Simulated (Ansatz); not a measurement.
# Cs2MgHgF6 (Mg on 50 % of the Hg sites, one arrangement): which shell does photoemission see at 21.2 and 1486.7 eV? (PBE)

The valence band of Cs2MgHgF6 (Mg on 50 % of the Hg sites, one arrangement) mixes several shells. Work out by hand which one leads the spectrum's area at each photon energy.

Filled states come from the projected DOS of Ansatz 0.2.0 (PBE, plane waves); cross sections σ and asymmetry parameters β are those of free atoms in a Dirac–Hartree–Slater calculation. A shell's area is states × σ × angular factor, which is 1 − β·P₂(cos θ)/2 for unpolarised light, with θ = 54.7° from the beam and P₂ = 0.001.

**At 21.2 eV** (states counted from 11.2 eV below the zero; other shells add 0.41 to the products' sum of 268):

| shell | filled states a cell | cross section (Mb an electron) | β | angular factor | product | share by hand (%) | share in the simulated spectrum (%) |
| --- | --- | --- | --- | --- | --- | --- | --- |
| Cs 5s | 0.00 | 0 | 0.00 | 1.00 | 0 | 0 | 0 |
| Cs 5p | 21.80 | 4.07 | 1.86 | 1.00 | 88.6 | 33 | 33 |
| F 2s | 0.28 | 0 | 0.00 | 1.00 | 0 | 0 | 0 |
| F 2p | 69.34 | 2.03 | 0.40 | 1.00 | 141 | 52 | 52 |
| Hg 5d | 19.85 | 1.94 | -0.18 | 1.00 | 38.6 | 14 | 14 |

**At 1486.7 eV** (states counted from 23.2 eV below the zero; other shells add 0.00072 to the products' sum of 0.133):

```
shell  filled states a cell  cross section (Mb an electron)     β  angular factor  product  share by hand (%)  share in the simulated spectrum (%)
Cs 5s                  7.76                         0.00126  1.98            1.00  0.00973                  7                                    7
Cs 5p                 21.84                         0.00114  1.73            1.00   0.0248                 19                                   19
 F 2s                 23.32                         0.00141  2.00            1.00   0.0329                 25                                   25
 F 2p                 69.39                        0.000125  0.60            1.00  0.00869                  7                                    7
Hg 5d                 19.95                         0.00282  1.31            1.00   0.0563                 42                                   42
```

F 2p leads at 21.2 eV and Hg 5d at 1486.7 eV. Between the two energies σ of F 2p changes by a factor 6.2e-5 and that of Hg 5d by 0.0015, so their ratio moves 24-fold in favour of the second. The simulated spectrum uses the same rule on the energy-resolved DOS, so the two share columns agree within a few points.

Only crystals where the two columns agree within 4 points and the lead is clear are worked in this form. Free-atom cross sections ignore the solid's final states, no escape depth or background enters, and the count of states a shell hangs on the projection.

[Logs are printed without paths, hosts, clocks, repeated set-up lines and the standing remarks that a program may print on its own settings, such as how far it seeks lower states.]
